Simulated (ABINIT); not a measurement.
An input for ABINIT 10.8.3 (Al2O3 (Corundum)):

```
acell 3*1.0 Angstrom
rprim 
  2.380249999995 1.374237978213 4.331866666707
  -2.380249999995 1.374237978213 4.331866666707
  -0.000000000000 -2.748475956495 4.331866666685
ntypat 2
znucl 13 8
natom 10
typat 1 1 1 1 2 2 2 2 2 2
xred 
  0.352160000000 0.352160000000 0.352160000000
  0.147840000000 0.147840000000 0.147840000000
  0.647840000000 0.647840000000 0.647840000000
  0.852160000000 0.852160000000 0.852160000000
  0.556680000000 0.943320000000 0.250000000000
  0.250000000000 0.556680000000 0.943320000000
  0.943320000000 0.250000000000 0.556680000000
  0.443320000000 0.056680000000 0.750000000000
  0.750000000000 0.443320000000 0.056680000000
  0.056680000000 0.750000000000 0.443320000000
pp_dirpath "pseudos"
pseudos "Al.upf, O.upf"
ecut 36
ngkpt 4 4 4
nshiftk 1
shiftk 0 0 0
kptopt 1
chksymbreak 0
istwfk *1
occopt 1
irdwfk 1
optdriver 4
nband 102
gwcalctyp 10
ecutsigx 36
symsigma 1
nkptgw 13
kptgw 
  0.0000000000 0.0000000000 0.0000000000
  0.2500000000 0.0000000000 0.0000000000
  0.5000000000 0.0000000000 0.0000000000
  0.2500000000 0.2500000000 0.0000000000
  0.5000000000 0.2500000000 0.0000000000
  -0.2500000000 0.2500000000 0.0000000000
  0.5000000000 0.5000000000 0.0000000000
  0.2500000000 0.2500000000 0.2500000000
  0.5000000000 0.2500000000 0.2500000000
  -0.2500000000 0.2500000000 0.2500000000
  0.5000000000 0.5000000000 0.2500000000
  -0.2500000000 0.5000000000 0.2500000000
  0.5000000000 0.5000000000 0.5000000000
bdgw 
  7 34
  7 34
  7 34
  7 34
  7 34
  7 34
  7 34
  7 34
  7 34
  7 34
  7 34
  7 34
  7 34
ecuteps 3.9
irdscr 1
ppmodel 1
irdqps 1
indata_prefix "in"
outdata_prefix "out"
tmpdata_prefix "tmp"
```

```sh
OMP_NUM_THREADS=1 mpirun -n 8 abinit run.abi > log
```

Q: Estimate wall time and host memory on 8 MPI ranks of AMD EPYC 7R43, shared host.

It took 17 min; on shared hardware allow 8.3 min to 33 min. Peak host memory was 9.3 GiB.

[Paths, hosts, dates, memory and timing lines, banners, echoed tables and standing remarks are left out of the program output.]

[Logs are printed without paths, hosts, clocks, repeated set-up lines and the standing remarks that a program may print on its own settings, such as how far it seeks lower states.]

[Runs of the session that timed out or met a known fault of the program may be left out.]

[Hosts, paths, dates, database ids (printed as entryN), source tags and the programs' standing remarks are cut or masked in the printed files.]

[G0W0 gaps are taken among the corrected bands and points alone; a level outside them can change the order at an edge.]

[Where Ansatz stands beside ABINIT at settings called matched, ABINIT's density can come from a denser mesh and the files from another edition; pairs whose starting gaps differed by over 0.03 eV were left out, so agreement reads better than it is.]
